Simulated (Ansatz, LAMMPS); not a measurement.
# Amorphous carbon (160 atoms): support functions against a reference, part 2 of 3

Aim: test how closely localised support functions follow the reference on amorphous carbon (160 atoms), and at what cost. A setting counts as converged where the r.m.s. difference of forces stays under 1 % of the r.m.s. force.

Ansatz 0.2.0; Kohn-Sham DFT, PBE, PAW (set soft_2), plane waves.

The cell: 160 C. The quench rate of 500 K/ps far exceeds what a furnace or splat quench reaches. The network of bonds at the start is that of the classical potential that made the cell. Only the Γ point is sampled, in a cell whose shortest periodic width is 12 Å.

So far. Step 4 (Support functions low): Forces differ from the reference by 1.0 meV/Å r.m.s., 0.074 % of their size, well within a tolerance of 1 %; the energy by -3.5 meV/atom. It took roughly 2.9 times the reference's time (one timing each, with unlike analyses asked), in 21 cycles against 17. Step 5 (Support functions medium): Forces differ from the reference by 1.0 meV/Å r.m.s., 0.072 % of their size, well within a tolerance of 1 %; the energy by -3.5 meV/atom.

### Step 6. Support functions medium, spacing 0.411 Å

Level of this step: Kohn-Sham DFT, PBE, PAW (set soft_2), localised support functions (medium) (Ansatz).

The grid spacing sets how fine a wave the support functions can hold.

Contents of input.yaml:

```yaml
crystal:
  lattice:
    - [12.1119, 0.0, 0.0]
    - [0.0, 12.1119, 0.0]
    - [0.0, 0.0, 12.1119]
  atoms:
    [... the 160 atom lines of step 3 ...]
kpoints:
  mp_grid: { grid: [1, 1, 1] }
hamiltonian:
  xc: pbe
scf:
  occupations: { method: gaussian, width: 0.025 }
  eigensolver: { kind: { support_functions: { accuracy: medium, spacing: 0.411 } } }
  max_iter: 150
output:
  forces: true
  eigenvalues: true
```

Run with:

```
$ ansatz run input.yaml --threads 4 --pin off --max-ram 8192MiB --backend cpu --events-out ev --progress --plain --runs-dir out
```

The log of the run:

```text
[...]
Crystal: 160 atoms, lattice volume = 1776.793 Å³
Basis set: ecut = 420 eV, 34697 PW (Γ), exchange–correlation on 162×162×162 points (8 copies of the dense FFT grid, shifted against one another)
Bands: 384, of which v1, the nominal top of the filled ones, is band 320 counted from 1 (319 counted from 0)
Symmetry: 1 space group operations
k-points: 1
[...]
SCF iter   1: F=—  HF=-39932.043857 eV  |F-HF|=—  |Δ(HF+E_count)|=         —  Δρ=8.43e-2  dr2=1.36e2  ethr=1.00e-1
[...]
SCF iter  22: F=-39950.438136 eV  HF=-39950.438138 eV  |F-HF|=1.81e-6  |Δ(HF+E_count)|=   1.39e-7  Δρ=7.62e-6  dr2=3.08e-6  ethr=6.03e-10
SCF 1 converged in 22 iterations: F = -39950.451938 eV  dr2 = 3.08e-6
[...]
SCF converged after 22 iterations
[...]
Free energy (F): -39950.451938 eV
[...]
Internal energy: -39950.434886 eV  (E = F + TS)
E sigma→0 (E₀):  -39950.443412 eV
Entropy (-TS):   -0.017052 eV (-0.107 meV/atom)
Fermi energy:    4.485696 eV
[...]
--- Forces (eV/Å), atoms counted from 1 ---
  atom   1  C      1.04502442     1.82275798     0.40425770
  atom   2  C      3.22107757    -0.08439451     1.60475466
  atom   3  C     -0.97143297    -0.01931267    -2.45181566
  atom   4  C     -0.30210409    -0.25452866     0.44411081
  atom   5  C      0.15247401     0.37438829    -1.40744845
  atom   6  C     -1.48999760    -2.29954281    -0.21225914
  atom   7  C     -0.06669500    -0.37111409     1.61995142
  atom   8  C     -0.52319847    -1.19323432    -1.98573997
  atom   9  C     -1.38891768     1.95877571     2.14790565
  atom  10  C      0.42416428    -0.45163060     0.21156809
  atom  11  C     -0.84107274    -1.99955324     0.61562803
  atom  12  C      1.84212468    -1.74111841     2.83154773
  atom  13  C     -1.44745703    -1.65972009     1.56324418
  atom  14  C     -1.49425798    -1.24434953    -6.28988733
[...]
atom 159  C      0.47106472     0.35222050    -1.20875824
  atom 160  C     -0.26668157     0.79507711    -0.69787376
  max |Σ_I F_I| component: 1.49e1 eV/Å
--- Band table (eV) ---
[...]
```

The job ended after 2.9 min (4 threads of AMD EPYC 7R43, shared host; peak memory 2.4 GiB).

The program notes that the forces don't sum to zero within tolerance and the grid leaves an egg-box force.

Forces differ from the reference by 919 meV/Å r.m.s., 66 % of their size, far over a tolerance of 1 %; the energy by +166 meV/atom. It took roughly 2.1 times the reference's time (one timing each, with unlike analyses asked), in 22 cycles against 17. The setting is coarser than the default on purpose.

### Step 7. Support functions medium, spacing 0.343 Å

The grid spacing sets how fine a wave the support functions can hold.

input.yaml, the sections that differ from step 6:

```yaml
scf:
  occupations: { method: gaussian, width: 0.025 }
  eigensolver: { kind: { support_functions: { accuracy: medium, spacing: 0.343 } } }
  max_iter: 150
# crystal, kpoints, hamiltonian, output: as in step 6
```

The log of the run:

```text
[...]
Crystal: 160 atoms, lattice volume = 1776.793 Å³
Basis set: ecut = 420 eV, 34697 PW (Γ), exchange–correlation on 162×162×162 points (8 copies of the dense FFT grid, shifted against one another)
Bands: 384, of which v1, the nominal top of the filled ones, is band 320 counted from 1 (319 counted from 0)
Symmetry: 1 space group operations
k-points: 1
[...]
SCF iter   1: F=—  HF=-39973.650970 eV  |F-HF|=—  |Δ(HF+E_count)|=         —  Δρ=8.44e-2  dr2=1.50e2  ethr=1.00e-1
[...]
SCF iter  24: F=-39977.314357 eV  HF=-39977.314358 eV  |F-HF|=1.52e-6  |Δ(HF+E_count)|=   9.28e-8  Δρ=7.46e-6  dr2=2.46e-6  ethr=5.92e-10
SCF 1 converged in 24 iterations: F = -39977.325246 eV  dr2 = 2.46e-6
[...]
SCF converged after 24 iterations
[...]
Free energy (F): -39977.325246 eV
[...]
Internal energy: -39977.305286 eV  (E = F + TS)
E sigma→0 (E₀):  -39977.315266 eV
Entropy (-TS):   -0.019960 eV (-0.125 meV/atom)
Fermi energy:    4.462608 eV
[...]
--- Forces (eV/Å), atoms counted from 1 ---
  atom   1  C      0.38199957     1.10657023    -0.26492058
  atom   2  C      2.78886914    -1.04870938     1.08603369
  atom   3  C     -0.76535269     0.93576121    -1.55407613
  atom   4  C      0.29033603     1.08321691     1.79648153
  atom   5  C      0.79712960     0.56889369    -1.29713498
  atom   6  C     -0.45138525    -1.91154503     0.07113475
  atom   7  C     -1.29741477    -0.54111542     1.59302309
  atom   8  C     -1.35389942    -0.30810795    -0.72819592
  atom   9  C     -1.54188612     0.70987364     1.41045461
  atom  10  C     -0.59636354    -0.74356220     1.50101449
  atom  11  C     -0.26925009    -1.05627155     1.13705287
  atom  12  C      0.46634014    -2.50997756     1.51938205
  atom  13  C     -0.95532511    -2.24557131     0.59369213
  atom  14  C     -0.10854001    -2.33555124    -4.90145768
[...]
atom 159  C     -0.89266571    -0.63591833    -2.50302351
  atom 160  C     -0.15000982    -0.09665304    -2.14620501
  max |Σ_I F_I| component: 8.45e-1 eV/Å
--- Band table (eV) ---
[...]
```

It took 3.2 min on 4 threads; peak memory 2.5 GiB.

Forces differ from the reference by 65 meV/Å r.m.s., 4.7 % of their size, over a tolerance of 1 %; the energy by -1.5 meV/atom. It took roughly 2.2 times the reference's time (one timing each, with unlike analyses asked), in 24 cycles against 17. The setting is coarser than the default on purpose.

### Step 8. Support functions medium, spacing 0.297 Å

The grid spacing sets how fine a wave the support functions can hold.

input.yaml, the sections that differ from step 7:

```yaml
scf:
  occupations: { method: gaussian, width: 0.025 }
  eigensolver: { kind: { support_functions: { accuracy: medium, spacing: 0.297 } } }
  max_iter: 150
# crystal, kpoints, hamiltonian, output: as in step 7
```

The log of the run:

```text
[...]
Crystal: 160 atoms, lattice volume = 1776.793 Å³
Basis set: ecut = 420 eV, 34697 PW (Γ), exchange–correlation on 162×162×162 points (8 copies of the dense FFT grid, shifted against one another)
Bands: 384, of which v1, the nominal top of the filled ones, is band 320 counted from 1 (319 counted from 0)
Symmetry: 1 space group operations
k-points: 1
[...]
SCF iter   1: F=—  HF=-39978.679850 eV  |F-HF|=—  |Δ(HF+E_count)|=         —  Δρ=8.40e-2  dr2=1.53e2  ethr=1.00e-1
[...]
SCF iter  25: F=-39977.708408 eV  HF=-39977.708409 eV  |F-HF|=1.24e-6  |Δ(HF+E_count)|=   6.35e-7  Δρ=6.02e-6  dr2=3.07e-6  ethr=3.25e-9
SCF 1 converged in 25 iterations: F = -39977.719296 eV  dr2 = 3.07e-6
[...]
SCF converged after 25 iterations
[...]
Free energy (F): -39977.719296 eV
[...]
Internal energy: -39977.698816 eV  (E = F + TS)
E sigma→0 (E₀):  -39977.709056 eV
Entropy (-TS):   -0.020480 eV (-0.128 meV/atom)
Fermi energy:    4.460174 eV
[...]
--- Forces (eV/Å), atoms counted from 1 ---
  atom   1  C      0.36513945     1.09995621    -0.32748289
  atom   2  C      2.77523218    -1.08693226     1.02700688
  atom   3  C     -0.82826148     0.96389439    -1.50206780
  atom   4  C      0.21302632     1.12074030     1.92487396
  atom   5  C      0.82008253     0.59494245    -1.26743813
  atom   6  C     -0.48560435    -1.83527760     0.02982838
  atom   7  C     -1.31163290    -0.59372783     1.55307063
  atom   8  C     -1.42667441    -0.31683108    -0.68541994
  atom   9  C     -1.52815478     0.67826460     1.42322961
  atom  10  C     -0.56900600    -0.77421816     1.45560044
  atom  11  C     -0.25611020    -1.09083902     1.19434869
  atom  12  C      0.37817117    -2.57811684     1.57129059
  atom  13  C     -0.83585038    -2.26396069     0.66229480
  atom  14  C     -0.25518699    -2.44501111    -4.84123393
[...]
atom 159  C     -0.95038037    -0.70870298    -2.53719002
  atom 160  C     -0.09764639    -0.04813144    -2.09614866
  max |Σ_I F_I| component: 3.61e-2 eV/Å
--- Band table (eV) ---
[...]
```

Elapsed: 3.6 min, on 4 threads; peak memory 3.1 GiB; 14 min of CPU time.

Forces differ from the reference by 2.8 meV/Å r.m.s., 0.20 % of their size, well within a tolerance of 1 %; the energy by -4.0 meV/atom. It took roughly 2.5 times the reference's time (one timing each, with unlike analyses asked), in 25 cycles against 17. The setting is coarser than the default on purpose.

### Step 9. Another setting: hamiltonian.dispersion = "d3bjatm" and scf.n_extra_bands = 4

Changed here: hamiltonian.dispersion = "d3bjatm" and scf.n_extra_bands = 4.

This step: Kohn-Sham DFT, PBE+D3(BJ) with three-body term, PAW (set soft_2), plane waves (Ansatz 0.2.0).

Contents of input.yaml:

```yaml
crystal:
  lattice:
    - [12.1119, 0.0, 0.0]
    - [0.0, 12.1119, 0.0]
    - [0.0, 0.0, 12.1119]
  atoms:
    [... the 160 atom lines of step 3 ...]
kpoints:
  mp_grid: { grid: [1, 1, 1], shift: [0.0, 0.0, 0.0] }
hamiltonian:
  xc: pbe
  dispersion: d3bjatm
scf:
  occupations: { method: gaussian, width: 0.025 }
  n_extra_bands: 4
output:
  forces: true
  stress: true
  populations: intrinsic
  dos:
    method: { smearing: { sigma: 0.08 } }
    de: 0.1
    projected: { site_lists: { C: [C] } }
  eigenvalues: true
```

The log of the run:

```text
[...]
Crystal: 160 atoms, lattice volume = 1776.793 Å³
Basis set: ecut = 420 eV, 34697 PW (Γ), exchange–correlation on 162×162×162 points (8 copies of the dense FFT grid, shifted against one another)
Bands: 324, of which v1, the nominal top of the filled ones, is band 320 counted from 1 (319 counted from 0)
Symmetry: 1 space group operations
[...]
k-points: 1
[...]
SCF iter   1: F=—  HF=-39998.201622 eV  |F-HF|=—  |Δ(HF+E_count)|=         —  Δρ=1.42e-2  dr2=6.01e0  ethr=1.77e-3  ⟨swp⟩=6.0  Hψ=1600  notcnv=0
[...]
SCF iter  25: F=—  HF=-39997.510226 eV  |F-HF|=—  |Δ(HF+E_count)|=   5.97e-9  Δρ=1.77e-6  dr2=1.01e-7  ethr=1.56e-11  ⟨swp⟩=6.0  Hψ=1144  notcnv=0
SCF iter  26: F=-39997.510226 eV  HF=-39997.510226 eV  |F-HF|=4.72e-8  |Δ(HF+E_count)|=   5.11e-9  Δρ=1.32e-6  dr2=5.91e-8  ethr=1.56e-11  ⟨swp⟩=3.0  Hψ=933  notcnv=0
SCF 1 converged in 26 iterations: F = -39997.510226 eV  dr2 = 5.91e-8
[...]
SCF converged after 26 iterations
Free energy (F): -39997.510226 eV
[...]
Internal energy: -39997.489699 eV  (E = F + TS)
E sigma→0 (E₀):  -39997.499962 eV
Entropy (-TS):   -0.020527 eV (-0.128 meV/atom)
Fermi energy:    4.460539 eV
[...]
Σ components = -39997.510226   (vs F -39997.510226, Δ=0.00e0)
--- Forces (eV/Å), atoms counted from 1 ---
  atom   1  C      0.37269800     1.13603305    -0.28642703
  atom   2  C      2.78980192    -1.07327713     1.02948124
  atom   3  C     -0.82582499     0.96363687    -1.49740722
  atom   4  C      0.19099731     1.11010460     1.88381065
[...]
atom 160  C     -0.10324254    -0.04096191    -2.11623517
  max |Σ_I F_I| component: 2.58e-5 eV/Å
--- Stress (GPa, compression-positive) ---
      -16.704868      -2.043689       0.950841
       -2.043689     -17.419893      -0.564669
        0.950841      -0.564669     -19.592614
  P = ⅓ Tr σ = -17.9058 GPa (-179.058 kbar)
--- Band table (eV) ---
[...]
--- intrinsic populations: 160 sites ---
  site symbol       q [e]
     0      C      4.0276
     1      C      3.9567
     2      C      4.0236
[...]
159      C      3.9937
  spilling = -0.000000 (of n_electrons = 640.000000)
```

Wall time 77 s (4 threads); peak memory 2.2 GiB.

Forces differ from the reference by 20 meV/Å r.m.s., 1.5 % of their size; the pressure by -1.3 GPa.

### Step 10. All settings compared

Differences are against the plane-wave reference (Kohn-Sham DFT, PBE, PAW (set soft_2), plane waves), whose r.m.s. force component is 1.38 eV/Å. Energies are set beside the reference only for runs with its functional, potentials and electron count. Times are for 4 threads of AMD EPYC 7R43, shared host. The reference's time includes the DOS, the stress and grids, which some other runs skip.

| run | Δ force, r.m.s. (meV/Å) | share of r.m.s. force (%) | Δ energy (meV/atom) | Δ pressure (GPa) | cycles | time | host memory (GiB) |
| --- | --- | --- | --- | --- | --- | --- | --- |
| reference | - | - | - | - | 17 | 85 s | 2.4 |
| support functions low | 1.03 | 0.0743 | -3.55 | - | 21 | 4.1 min | 3.5 |
| support functions medium | 1.00 | 0.0723 | -3.55 | - | 25 | 4.4 min | 3.5 |
| support functions medium, spacing 0.411 Å | 919 | 66.4 | 166 | - | 22 | 2.9 min | 2.4 |
| support functions medium, spacing 0.343 Å | 64.7 | 4.67 | -1.49 | - | 24 | 3.2 min | 2.5 |
| support functions medium, spacing 0.297 Å | 2.81 | 0.203 | -3.96 | - | 25 | 3.6 min | 3.1 |
| hamiltonian.dispersion = "d3bjatm" and scf.n_extra_bands = 4 | 20.2 | 1.46 | - | -1.35 | 26 | 77 s | 2.2 |

### Step 11. What the reference run shows

The comparisons rest on this run, so its electronic structure is set out here.

Neighbours are counted within 1.98 Å (C-C).

Length of the force by element and coordination:

| element | coordination | atoms | mean length of the force (eV/Å) | spread | least | most |
| --- | --- | --- | --- | --- | --- | --- |
| C | all | 160 | 2.14 | 1.08 | 0.237 | 5.88 |
| C | 2 | 18 | 1.96 | 1.38 | 0.873 | 5.53 |
| C | 3 | 142 | 2.17 | 1.03 | 0.237 | 5.88 |

The mean of these charges, 0.037 e, is only the charge that the projection spills.

Löwdin charges by element and coordination (they lack the spilled electrons, 0.037 e an atom on average):

| element | coordination | atoms | mean charge (e) | spread | least | most |
| --- | --- | --- | --- | --- | --- | --- |
| C | all | 160 | 0.0372 | 0.0251 | -0.0479 | 0.139 |
| C | 2 | 18 | 0.0342 | 0.043 | -0.0479 | 0.139 |
| C | 3 | 142 | 0.0376 | 0.0218 | -0.0246 | 0.109 |

Density of states as counts of states in windows of 1 eV (from the Fermi level), total and the larger projections:

| from (eV) | to (eV) | total | C p | C s |
| --- | --- | --- | --- | --- |
| -10 | -9 | 32.0 | 24.5 | 7.1 |
| -9 | -8 | 40.0 | 34.1 | 5.4 |
| -8 | -7 | 52.7 | 48.5 | 3.6 |
| -7 | -6 | 60.3 | 57.0 | 2.8 |
| -6 | -5 | 42.3 | 40.4 | 1.6 |
| -5 | -4 | 23.2 | 22.1 | 0.9 |
| -4 | -3 | 34.4 | 32.6 | 1.6 |
| -3 | -2 | 40.7 | 38.7 | 1.8 |
| -2 | -1 | 45.4 | 43.2 | 2.0 |
| -1 | 0 | 40.2 | 37.6 | 2.2 |
| 0 | 1 | 42.4 | 39.5 | 2.3 |
| 1 | 2 | 34.9 | 32.4 | 1.9 |
| 2 | 3 | 34.2 | 31.2 | 2.1 |
| 3 | 4 | 30.4 | 26.8 | 2.4 |
| 4 | 5 | 29.5 | 23.3 | 3.5 |

Between -20 and -10 eV lie 227 more states.

The levels nearest the highest filled one (over half full), pooled over k-points and spins:

| level less the highest filled one (eV) | occupation |
| --- | --- |
| -0.223 | 2 |
| -0.165 | 2 |
| -0.118 | 2 |
| -0.0808 | 2 |
| -0.064 | 2 |
| 0 | 1.58 |
| 0.0283 | 0.423 |
| 0.0732 | 0.001 |
| 0.0971 | 0 |
| 0.187 | 0 |
| 0.221 | 0 |
| 0.262 | 0 |

(Continued in part 3 of 3.)

[Long decimals in the printed logs are rounded to 6 places.]

[Logs are printed without paths, hosts, clocks, repeated set-up lines and the standing remarks that a program may print on its own settings, such as how far it seeks lower states.]

[Hosts, paths, dates, database ids (printed as entryN), source tags and the programs' standing remarks are cut or masked in the printed files.]
